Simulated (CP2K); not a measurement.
Two runs for the C K edge of 3-aminothiophene. Run A: CP2K XAS_TDP, all-electron GAPW, PBEh(45%), aug-cc-pVDZ, TDA, no relativity. Run B differs in one setting.

First lines with a strength over 0.0015. A:

```
                     atom  energy (eV)  states  strength, one atom
 C2 (bonded to 2 C and N)       283.02       1              0.0541
                                285.00       1              0.0093
                                285.31       1              0.0039
                                286.09       1              0.0032
                                286.32       1              0.0051
 C3 (bonded to 2 C and H)       281.76       1              0.0422
                                284.12       1              0.0091
                                284.54       1              0.0082
                                284.78       1              0.0035
                                285.08       1              0.0049
C4 (bonded to C, S and H)       281.86       1              0.0512
                                284.54       1              0.0273
                                284.92       1              0.0135
                                285.53       1              0.0060
                                286.50       1              0.0034
C6 (bonded to C, S and H)       282.14       1              0.0414
                                283.98       1              0.0240
                                284.54       1              0.0178
                                285.11       1              0.0029
                                285.71       1              0.0045
```

B:

```
                     atom  energy (eV)  states  strength, one atom
 C2 (bonded to 2 C and N)       288.53       1              0.0530
                                290.51       1              0.0091
                                290.82       1              0.0039
                                291.60       1              0.0031
                                291.83       1              0.0050
 C3 (bonded to 2 C and H)       287.36       1              0.0414
                                289.72       1              0.0089
                                290.14       1              0.0081
                                290.38       1              0.0035
                                290.69       1              0.0048
C4 (bonded to C, S and H)       287.05       1              0.0503
                                289.73       1              0.0268
                                290.11       1              0.0132
                                290.72       1              0.0059
                                291.69       1              0.0034
C6 (bonded to C, S and H)       287.21       1              0.0407
                                289.06       1              0.0236
                                289.62       1              0.0175
                                290.18       1              0.0029
                                290.79       1              0.0044
```

Q: Which was it: the functional, the basis, GW2X switched on, scalar relativity switched on?

GW2X switched on. GW2X shifts an atom's lines together and keeps their spacings. Against PBEh(45%) in aug-cc-pVDZ, the leading lines move by +5.51 eV (C2, to 288.53), +5.60 eV (C3, to 287.36), +5.19 eV (C4, to 287.05) and +5.07 eV (C6, to 287.21).

[Banner, clock and machine lines of the logs are left out without a mark of their own.]

[Logs are printed without paths, hosts, clocks, repeated set-up lines and the standing remarks that a program may print on its own settings, such as how far it seeks lower states.]

[Hosts, paths, dates, database ids (printed as entryN), source tags and the programs' standing remarks are cut or masked in the printed files.]
